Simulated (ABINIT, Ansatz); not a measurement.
# CsCaF3 (Pm-3m): G0W0 with ABINIT, start to end, part 2 of 3

How does a plane-wave GW calculation on CsCaF3 (Pm-3m) run from the first input to the gap?

ABINIT 10.8.3; LDA and many-body steps on it, plane waves. Known limits of the many-body steps: not at the basis limit; no spin-orbit coupling; coarse k mesh.

So far. Step 2 (Ground state): The gap is indirect, with the least direct gap 0.02 eV higher.

## (3) Bands along the symmetry lines

Level of this step: DFT, LDA, plane waves, norm-conserving pseudopotentials (ABINIT).

Levels along a band path, at the cheap level, show where the edges lie and whether the meshes to come will hold them.

Input file run.abi:

```
acell 3*1.0 Angstrom
rprim 
  4.520531030000 0.000000000000 0.000000000000
  0.000000000000 4.520531030000 0.000000000000
  0.000000000000 0.000000000000 4.520531030000
ntypat 3
znucl 55 20 9
natom 5
typat 1 2 3 3 3
xred 
  0.000000000000 0.000000000000 0.000000000000
  0.500000000000 0.500000000000 0.500000000000
  0.000000000000 0.500000000000 0.500000000000
  0.500000000000 0.000000000000 0.500000000000
  0.500000000000 0.500000000000 0.000000000000
pp_dirpath "pseudos"
pseudos "Cs.upf, Ca.upf, F.upf"
ecut 36
iscf -2
irdden 1
kptopt 0
nkpt 50
kpt 
  0.00000000 0.00000000 0.00000000
  0.00000000 0.06250000 0.00000000
  0.00000000 0.12500000 0.00000000
  0.00000000 0.18750000 0.00000000
  0.00000000 0.25000000 0.00000000
  0.00000000 0.31250000 0.00000000
  0.00000000 0.37500000 0.00000000
  0.00000000 0.43750000 0.00000000
  0.00000000 0.50000000 0.00000000
  0.06250000 0.50000000 0.00000000
  0.12500000 0.50000000 0.00000000
  0.18750000 0.50000000 0.00000000
  0.25000000 0.50000000 0.00000000
  0.31250000 0.50000000 0.00000000
  0.37500000 0.50000000 0.00000000
  0.43750000 0.50000000 0.00000000
  0.50000000 0.50000000 0.00000000
  0.43750000 0.43750000 0.00000000
  0.37500000 0.37500000 0.00000000
  0.31250000 0.31250000 0.00000000
  0.25000000 0.25000000 0.00000000
  0.18750000 0.18750000 0.00000000
  0.12500000 0.12500000 0.00000000
  0.06250000 0.06250000 0.00000000
  0.00000000 0.00000000 0.00000000
  0.06250000 0.06250000 0.06250000
  0.12500000 0.12500000 0.12500000
  0.18750000 0.18750000 0.18750000
  0.25000000 0.25000000 0.25000000
  0.31250000 0.31250000 0.31250000
  0.37500000 0.37500000 0.37500000
  0.43750000 0.43750000 0.43750000
  0.50000000 0.50000000 0.50000000
  0.43750000 0.50000000 0.43750000
  0.37500000 0.50000000 0.37500000
  0.31250000 0.50000000 0.31250000
  0.25000000 0.50000000 0.25000000
  0.18750000 0.50000000 0.18750000
  0.12500000 0.50000000 0.12500000
  0.06250000 0.50000000 0.06250000
  0.00000000 0.50000000 0.00000000
  0.50000000 0.50000000 0.50000000
  0.50000000 0.50000000 0.43750000
  0.50000000 0.50000000 0.37500000
  0.50000000 0.50000000 0.31250000
  0.50000000 0.50000000 0.25000000
  0.50000000 0.50000000 0.18750000
  0.50000000 0.50000000 0.12500000
  0.50000000 0.50000000 0.06250000
  0.50000000 0.50000000 0.00000000
istwfk *1
nband 27
nbdbuf 2
tolwfr 1e-08
nstep 40
prtwf 0
prtvol 0
indata_prefix "in"
outdata_prefix "out"
tmpdata_prefix "tmp"
```

The run is started by

```sh
$ OMP_NUM_THREADS=1 mpirun -n 4 abinit run.abi > log
```

Numbers of over 12 decimals in the logs are rounded to 6 here.

What it wrote:

```text
.Version 10.8.3 of ABINIT. v10.8.2 released Aug 2026.

 Symmetries : space group Pm -3 m (#221); Bravais cP (primitive cubic)
[... echo of the input left out ...]
== DATASET  1 ==================================================================
-   mpi_nproc: 4, omp_nthreads: 1 (-1 if OMP is not activated)

--- !DatasetInfo
iteration_state: {dtset: 1, }
dimensions: {natom: 5, nkpt: 50, mband: 27, nsppol: 1, nspinor: 1, nspden: 1, mpw: 6488, }
cutoff_energies: {ecut:  36.0, pawecutdg:  -1.0, }
electrons: {nelect:   4.00000000E+01, charge:   0.00000000E+00, occopt:   1.00000000E+00, tsmear:   1.00000000E-02, }

 Real(R)+Recip(G) space primitive vectors, cartesian coordinates (Bohr,Bohr^-1):
 R(1)=  8.5425656  0.0000000  0.0000000  G(1)=  0.1170609  0.0000000  0.0000000
 R(2)=  0.0000000  8.5425656  0.0000000  G(2)=  0.0000000  0.1170609  0.0000000
 R(3)=  0.0000000  0.0000000  8.5425656  G(3)=  0.0000000  0.0000000  0.1170609
 Unit cell volume ucvol=  6.2339737E+02 bohr^3
 Angles (23,13,12)=  9.00000000E+01  9.00000000E+01  9.00000000E+01 degrees

 getcut: wavevector=  0.0000  0.0000  0.0000  ngfft=  48  48  48
         ecut(hartree)=     36.000   => boxcut(ratio)=   2.08035

--- Pseudopotential description ------------------------------------------------
- Cs Generated using ONCVPSP code by D. R. Hamann
- 55.00000   9.00000  201201                  znucl, zion, pspdat
12 -1012 3 -1 2328                            pspcod,pspxc,lmax,lloc,mmax
     nproj     2     2     2     2
  pspatm : epsatm=   21.68725381
         --- l  ekb(1:nproj) -->
             0    6.247599    0.778427
             1    6.343167    0.797067
             2    3.778962    0.917083
[...]
pspatm: atomic psp has been read  and splines computed

- Ca Generated using ONCVPSP code by D. R. Hamann
- 20.00000  10.00000  180309                  znucl, zion, pspdat
12 -1012 2 -1 1724                            pspcod,pspxc,lmax,lloc,mmax
     nproj     2     2     2     0
  pspatm : epsatm=   12.51424511
         --- l  ekb(1:nproj) -->
[...]
pspatm: atomic psp has been read  and splines computed

- F Generated using ONCVPSP code by D. R. Hamann
-  9.00000   7.00000  201202                  znucl, zion, pspdat
12 -1012 2 -1 824                             pspcod,pspxc,lmax,lloc,mmax
     nproj     2     2     1     0
  pspatm : epsatm=    4.94580260
         --- l  ekb(1:nproj) -->
[...]
2   -2.364936
 pspatm: atomic psp has been read  and splines computed

--------------------------------------------------------------------------------

================================================================================
 prteigrs : about to open file out_EIG
 Non-SCF case, kpt    1 (  0.00000  0.00000  0.00000), residuals and eigenvalues=
  5.19E-09  5.67E-09  5.90E-09  6.34E-09  7.77E-09  3.96E-09  5.82E-09  8.36E-09
[...]
Non-SCF case, kpt   49 (  0.50000  0.50000  0.06250), residuals and eigenvalues=
[...]
Non-SCF case, kpt   50 (  0.50000  0.50000  0.00000), residuals and eigenvalues=
[...]
-4.4337E-02 -4.1663E-02 -2.0831E-02 -2.0831E-02 -1.3248E-02 -7.8908E-04
 -7.8908E-04  5.2218E-03  3.2344E-01  3.3604E-01  3.3604E-01  3.4220E-01
[...]
--- !ResultsGS
iteration_state: {dtset: 1, }
comment   : Summary of ground state results
lattice_vectors:
- [  8.5425656,   0.0000000,   0.0000000, ]
- [  0.0000000,   8.5425656,   0.0000000, ]
- [  0.0000000,   0.0000000,   8.5425656, ]
lattice_lengths: [   8.54257,    8.54257,    8.54257, ]
lattice_angles: [ 90.000,  90.000,  90.000, ] # degrees, (23, 13, 12)
lattice_volume:   6.2339737E+02
convergence: {deltae:  0.000E+00, res2:  0.000E+00, residm:  9.991E-09, diffor:  0.000E+00, }
etotal    :  -1.36234858E+02
entropy   :   0.00000000E+00
fermie    :   5.59362094E-03
cartesian_stress_tensor: null
pressure_GPa: null
xred      :
- [  0.0000E+00,   0.0000E+00,   0.0000E+00, Cs]
- [  5.0000E-01,   5.0000E-01,   5.0000E-01, Ca]
- [  0.0000E+00,   5.0000E-01,   5.0000E-01,  F]
- [  5.0000E-01,   0.0000E+00,   5.0000E-01,  F]
- [  5.0000E-01,   5.0000E-01,   0.0000E+00,  F]
cartesian_forces: null
force_length_stats: {min: null, max: null, mean: null, }

 Integrated electronic density in atomic spheres:
 ------------------------------------------------
 Atom  Sphere_radius  Integrated_density
[...]
================================================================================

 ----iterations are completed or convergence reached----

 Mean square residual over all n,k,spin=   68.151E-10; max=  99.907E-10
 reduced coordinates (array xred) for    5 atoms
[...]
cartesian coordinates (angstrom) at end:
    1      0.000000     0.000000     0.000000
    2      2.260266     2.260266     2.260266
    3      0.000000     2.260266     2.260266
    4      2.260266     0.000000     2.260266
    5      2.260266     2.260266     0.000000
 length scales=  1.889726125908  1.889726125908  1.889726125908 bohr
              =  1.000000000000  1.000000000000  1.000000000000 angstroms
 prteigrs : about to open file out_EIG
 Eigenvalues (hartree) for nkpt=  50  k points:
 kpt#   1, nband= 27, wtk=  1.00000, kpt=  0.0000  0.0000  0.0000 (reduced coord)
[...]
kpt#   2, nband= 27, wtk=  1.00000, kpt=  0.0000  0.0625  0.0000 (reduced coord)
[...]
kpt#   3, nband= 27, wtk=  1.00000, kpt=  0.0000  0.1250  0.0000 (reduced coord)
[...]
kpt#  49, nband= 27, wtk=  1.00000, kpt=  0.5000  0.5000  0.0625 (reduced coord)
[...]
0.39612    0.43155    0.43473
 kpt#  50, nband= 27, wtk=  1.00000, kpt=  0.5000  0.5000  0.0000 (reduced coord)
[...]
-0.15460   -0.15460   -0.13421   -0.05435   -0.04434   -0.04166   -0.02083   -0.02083
  -0.01325   -0.00079   -0.00079    0.00522    0.32344    0.33604    0.33604    0.34220
   0.39512    0.42661    0.44642

== END DATASET(S) ==============================================================
================================================================================

 -outvars: echo values of variables after computation  --------
            nband          27
             nkpt          50
          spgroup         221
 [... the other variables as echoed above ...]

 Calculation completed.
```

It took 68 s on 4 MPI ranks of Arm Neoverse V1, shared host; peak memory 0.42 GiB; 4.5 min of CPU time.

This step gave:

```
gap                        : 6.840 eV
k of the valence top       : 0.5, 0.5, 0.5
k of the conduction bottom : 0, 0, 0
least direct gap           : 6.864 eV
```

The gap is 6.840 eV, as in the run before at this level.

Electronic bands along the path, in eV, zero at the top of the highest filled band:

```
    point  band 17  band 18  band 19  band 20  band 21  band 22  band 23  band 24
        Γ    -0.39    -0.02    -0.02    -0.02     6.84     8.03     8.03     8.40
  halfway    -0.44    -0.41    -0.12    -0.12     7.67     8.47     8.59     8.86
        X    -0.39    -0.39    -0.26    -0.26     8.54     8.84     9.02     9.48
  halfway    -0.37    -0.37    -0.31    -0.10     8.92     8.96     9.18     9.19
        M    -0.51    -0.17    -0.17    -0.01     8.65     8.99     8.99     9.16
  halfway    -0.49    -0.31    -0.23    -0.07     8.28     8.71     8.88     9.13
        Γ    -0.39    -0.02    -0.02    -0.02     6.84     8.03     8.03     8.40
  halfway    -0.59    -0.20    -0.15    -0.15     8.81     8.97     8.97     9.22
        R    -0.46     0.00     0.00     0.00     8.82     8.82     8.82    10.02
  halfway    -0.51    -0.27    -0.14    -0.13     8.78     9.15     9.62     9.66
        X    -0.39    -0.39    -0.26    -0.26     8.54     8.84     9.02     9.48
jump to R    -0.46     0.00     0.00     0.00     8.82     8.82     8.82    10.02
  halfway    -0.55    -0.12    -0.12    -0.01     8.77     9.00     9.00     9.64
        M    -0.51    -0.17    -0.17    -0.01     8.65     8.99     8.99     9.16
```

## (4) Empty states on the mesh, 2×2×2 mesh, 186 bands

The sums over transitions need many empty states on a uniform mesh; this step solves for them.

Input file run.abi:

```
acell 3*1.0 Angstrom
rprim 
  4.520531030000 0.000000000000 0.000000000000
  0.000000000000 4.520531030000 0.000000000000
  0.000000000000 0.000000000000 4.520531030000
ntypat 3
znucl 55 20 9
natom 5
typat 1 2 3 3 3
xred 
  0.000000000000 0.000000000000 0.000000000000
  0.500000000000 0.500000000000 0.500000000000
  0.000000000000 0.500000000000 0.500000000000
  0.500000000000 0.000000000000 0.500000000000
  0.500000000000 0.500000000000 0.000000000000
pp_dirpath "pseudos"
pseudos "Cs.upf, Ca.upf, F.upf"
ecut 36
ngkpt 2 2 2
nshiftk 1
shiftk 0 0 0
kptopt 1
chksymbreak 0
iscf -2
irdden 1
istwfk *1
nband 186
nbdbuf 16
tolwfr 1e-09
nstep 60
prtvol 0
indata_prefix "in"
outdata_prefix "out"
tmpdata_prefix "tmp"
```

What it wrote:

```text
.Version 10.8.3 of ABINIT. v10.8.2 released Aug 2026.

 Symmetries : space group Pm -3 m (#221); Bravais cP (primitive cubic)
[... echo of the input left out ...]
== DATASET  1 ==================================================================
-   mpi_nproc: 4, omp_nthreads: 1 (-1 if OMP is not activated)

--- !DatasetInfo
iteration_state: {dtset: 1, }
dimensions: {natom: 5, nkpt: 4, mband: 186, nsppol: 1, nspinor: 1, nspden: 1, mpw: 6488, }
cutoff_energies: {ecut:  36.0, pawecutdg:  -1.0, }
electrons: {nelect:   4.00000000E+01, charge:   0.00000000E+00, occopt:   1.00000000E+00, tsmear:   1.00000000E-02, }

 Real(R)+Recip(G) space primitive vectors, cartesian coordinates (Bohr,Bohr^-1):
 R(1)=  8.5425656  0.0000000  0.0000000  G(1)=  0.1170609  0.0000000  0.0000000
 R(2)=  0.0000000  8.5425656  0.0000000  G(2)=  0.0000000  0.1170609  0.0000000
 R(3)=  0.0000000  0.0000000  8.5425656  G(3)=  0.0000000  0.0000000  0.1170609
 Unit cell volume ucvol=  6.2339737E+02 bohr^3
 Angles (23,13,12)=  9.00000000E+01  9.00000000E+01  9.00000000E+01 degrees

 getcut: wavevector=  0.0000  0.0000  0.0000  ngfft=  48  48  48
         ecut(hartree)=     36.000   => boxcut(ratio)=   2.08035

--- Pseudopotential description ------------------------------------------------
- Cs Generated using ONCVPSP code by D. R. Hamann
- 55.00000   9.00000  201201                  znucl, zion, pspdat
12 -1012 3 -1 2328                            pspcod,pspxc,lmax,lloc,mmax
     nproj     2     2     2     2
  pspatm : epsatm=   21.68725381
         --- l  ekb(1:nproj) -->
             0    6.247599    0.778427
             1    6.343167    0.797067
             2    3.778962    0.917083
[...]
pspatm: atomic psp has been read  and splines computed

- Ca Generated using ONCVPSP code by D. R. Hamann
- 20.00000  10.00000  180309                  znucl, zion, pspdat
12 -1012 2 -1 1724                            pspcod,pspxc,lmax,lloc,mmax
     nproj     2     2     2     0
  pspatm : epsatm=   12.51424511
         --- l  ekb(1:nproj) -->
[...]
pspatm: atomic psp has been read  and splines computed

- F Generated using ONCVPSP code by D. R. Hamann
-  9.00000   7.00000  201202                  znucl, zion, pspdat
12 -1012 2 -1 824                             pspcod,pspxc,lmax,lloc,mmax
     nproj     2     2     1     0
  pspatm : epsatm=    4.94580260
         --- l  ekb(1:nproj) -->
[...]
2   -2.364936
 pspatm: atomic psp has been read  and splines computed

--------------------------------------------------------------------------------

================================================================================
 prteigrs : about to open file out_EIG
 Non-SCF case, kpt    1 (  0.00000  0.00000  0.00000), residuals and eigenvalues=
  5.78E-10  2.47E-10  1.51E-10  2.89E-10  2.64E-10  3.27E-10  3.56E-10  4.94E-10
  9.68E-11  2.25E-10  2.38E-10  1.08E-10  1.64E-10  2.71E-10  8.51E-11  1.80E-10
  2.78E-10  1.39E-10  2.25E-10  3.22E-10  2.71E-10  1.24E-10  2.48E-10  1.47E-10
[...]
4.92E-05  4.64E-04
 -1.2865E+00 -6.8540E-01 -6.7683E-01 -6.7683E-01 -6.2360E-01 -6.0215E-01
 -6.0215E-01 -6.0215E-01 -1.4559E-01 -1.4559E-01 -1.4559E-01 -1.7416E-02
 -1.7416E-02 -1.7416E-02 -8.8119E-03 -8.8119E-03 -8.8119E-03  4.7082E-03
[...]
2.7390E+00  2.7710E+00  2.7710E+00  2.7710E+00  2.7947E+00  2.7947E+00
  2.7947E+00  2.8265E+00  2.8269E+00  2.8639E+00  2.8651E+00  2.8656E+00
 prteigrs : prtvol=0 or 1, do not print more k-points.

--- !ResultsGS
iteration_state: {dtset: 1, }
comment   : Summary of ground state results
lattice_vectors:
- [  8.5425656,   0.0000000,   0.0000000, ]
- [  0.0000000,   8.5425656,   0.0000000, ]
- [  0.0000000,   0.0000000,   8.5425656, ]
lattice_lengths: [   8.54257,    8.54257,    8.54257, ]
lattice_angles: [ 90.000,  90.000,  90.000, ] # degrees, (23, 13, 12)
lattice_volume:   6.2339737E+02
convergence: {deltae:  0.000E+00, res2:  0.000E+00, residm:  9.936E-10, diffor:  0.000E+00, }
etotal    :  -1.36234858E+02
entropy   :   0.00000000E+00
fermie    :   5.59362094E-03
cartesian_stress_tensor: null
pressure_GPa: null
xred      :
- [  0.0000E+00,   0.0000E+00,   0.0000E+00, Cs]
- [  5.0000E-01,   5.0000E-01,   5.0000E-01, Ca]
- [  0.0000E+00,   5.0000E-01,   5.0000E-01,  F]
- [  5.0000E-01,   0.0000E+00,   5.0000E-01,  F]
- [  5.0000E-01,   5.0000E-01,   0.0000E+00,  F]
cartesian_forces: null
force_length_stats: {min: null, max: null, mean: null, }

 Integrated electronic density in atomic spheres:
 ------------------------------------------------
 Atom  Sphere_radius  Integrated_density
[...]
================================================================================

 ----iterations are completed or convergence reached----

 Mean square residual over all n,k,spin=   38.109E-11; max=  99.356E-11
 reduced coordinates (array xred) for    5 atoms
[...]
0.500000000000      0.000000000000      0.500000000000
       0.500000000000      0.500000000000      0.000000000000

 cartesian coordinates (angstrom) at end:
    1      0.000000     0.000000     0.000000
    2      2.260266     2.260266     2.260266
    3      0.000000     2.260266     2.260266
    4      2.260266     0.000000     2.260266
    5      2.260266     2.260266     0.000000
 length scales=  1.889726125908  1.889726125908  1.889726125908 bohr
              =  1.000000000000  1.000000000000  1.000000000000 angstroms
 prteigrs : about to open file out_EIG
 Eigenvalues (hartree) for nkpt=   4  k points:
 kpt#   1, nband=186, wtk=  0.12500, kpt=  0.0000  0.0000  0.0000 (reduced coord)
[...]
2.72745    2.72825    2.72825    2.72825    2.73896    2.73896    2.73896    2.77099
   2.77099    2.77099    2.79465    2.79465    2.79466    2.82647    2.82686    2.86392
   2.86508    2.86565
 prteigrs : prtvol=0 or 1, do not print more k-points.

== END DATASET(S) ==============================================================
================================================================================

 -outvars: echo values of variables after computation  --------
            nband         186
             nkpt           4
          spgroup         221
 [... the other variables as echoed above ...]

 Calculation completed.
```

It took 57 s on 4 MPI ranks; peak memory 0.43 GiB.

Numbers from this step:

| Item | Value |
| --- | --- |
| gap | 6.840 eV |
| k of the valence top | 0.5, 0.5, 0.5 |
| k of the conduction bottom | 0, 0, 0 |
| least direct gap | 6.864 eV |
| k points computed | 4 |
| lowest point of the top converged band, above the valence top | 74.0585 eV |

On this mesh the gap is 6.840 eV.

## (5) Screening, 2×2×2 mesh, 170 bands, screening to 176.9 eV

The RPA dielectric matrix is built and inverted for each q.

This step: RPA screening on LDA, plane waves, norm-conserving pseudopotentials.

Changes to run.abi since step 4:

```diff
@@ -23,10 +23,11 @@
 chksymbreak 0
-iscf -2
-irdden 1
 istwfk *1
-nband 186
-nbdbuf 16
-tolwfr 1e-09
-nstep 60
-prtvol 0
+occopt 1
+irdwfk 1
+optdriver 3
+nband 170
+ecuteps 6.5
+inclvkb 2
+awtr 1
+symchi 1
 indata_prefix "in"
```

What it wrote:

```text
.Version 10.8.3 of ABINIT. v10.8.2 released Aug 2026.

 Symmetries : space group Pm -3 m (#221); Bravais cP (primitive cubic)
[... echo of the input left out ...]
== DATASET  1 ==================================================================
-   mpi_nproc: 4, omp_nthreads: 1 (-1 if OMP is not activated)

--- !DatasetInfo
iteration_state: {dtset: 1, }
dimensions: {natom: 5, nkpt: 4, mband: 170, nsppol: 1, nspinor: 1, nspden: 1, mpw: 6488, }
cutoff_energies: {ecut:  36.0, pawecutdg:  -1.0, }
electrons: {nelect:   4.00000000E+01, charge:   0.00000000E+00, occopt:   1.00000000E+00, tsmear:   1.00000000E-02, }

 SCREENING: Calculation of the susceptibility and dielectric matrices

 Based on a program developped by R.W. Godby, V. Olevano, G. Onida, and L. Reining.
 Incorporated in ABINIT by V. Olevano, G.-M. Rignanese, and M. Torrent.
.Using double precision arithmetic ; gwpc =  8

[... cell and pseudopotentials left out ...]
--------------------------------------------------------------------------------

 ==== K-mesh for the wavefunctions ====
 Number of points in the irreducible wedge :     4
[... list of points left out ...]
 Together with 48 symmetry operations and time-reversal symmetry
 yields     8 points in the full Brillouin Zone.

 ==== Q-mesh for the screening function ====
 Number of points in the irreducible wedge :     4
[... list of points left out ...]
 Together with 48 symmetry operations and time-reversal symmetry
 yields     8 points in the full Brillouin Zone.

 setmesh: FFT mesh size selected  =    36x   36x   36
          total number of points  =        46656

 vcoul_init : cutoff-mode = AUXILIARY_FUNCTION
 q-points for optical limit:   1
     1)      0.000010    0.000020    0.000030

- screening: taking advantage of time-reversal symmetry
- Maximum band index for partially occupied states nbvw = 20
- Remaining bands to be divided among processors   nbcw = 150
- Number of bands treated by each node ~37

 Number of electrons calculated from density =   40.0000; Expected =   40.0000
 average of density, n =  0.064165
 r_s =    1.5495
 omega_plasma =   24.4345 [eV]

 calculating chi0 at frequencies [eV] :
  1    0.000000E+00    0.000000E+00
  2    0.000000E+00    2.443448E+01

--------------------------------------------------------------------------------
  q-point number  1        q = ( 0.000000, 0.000000, 0.000000) [r.l.u.]
--------------------------------------------------------------------------------
[... chi0 elements left out ...]
 For q-point:  0.000010 0.000020 0.000030
  dielectric constant =   2.3943
  dielectric constant without local fields =   2.6707

  Average fulfillment of the sum rule on Im[epsilon] for q-point    1 :     63.48  [%]
[... wings left out ...]
  q-point number  2        q = ( 0.500000, 0.000000, 0.000000) [r.l.u.]
--------------------------------------------------------------------------------
[... chi0 elements left out ...]
  Average fulfillment of the sum rule on Im[epsilon] for q-point    2 :     69.31  [%]

 [... 2 further q-points ...]
```

It took 35 s on 4 MPI ranks; peak memory 1.3 GiB.

This step gave:

| Property | Result |
| --- | --- |
| ε∞ with local fields, on this mesh, along the program's q direction | 2.394 |
| the same without local fields | 2.671 |
| plasma frequency | 24.43 eV |
| plane waves in the screening matrix | 485 |

Local fields lower ε∞ by 10 %. On a Γ-centred mesh this coarse the value itself is usually too large, while a short band sum pulls it down.

(Continued in part 3 of 3.)

[Paths, hosts, dates, memory and timing lines, banners, echoed tables and standing remarks are left out of the program output.]

[Logs are printed without paths, hosts, clocks, repeated set-up lines and the standing remarks that a program may print on its own settings, such as how far it seeks lower states.]

[Runs of the session that timed out or met a known fault of the program may be left out.]

[Hosts, paths, dates, database ids (printed as entryN), source tags and the programs' standing remarks are cut or masked in the printed files.]

[G0W0 gaps are taken among the corrected bands and points alone; a level outside them can change the order at an edge.]

[Where Ansatz stands beside ABINIT at settings called matched, ABINIT's density can come from a denser mesh and the files from another edition; pairs whose starting gaps differed by over 0.03 eV were left out, so agreement reads better than it is.]
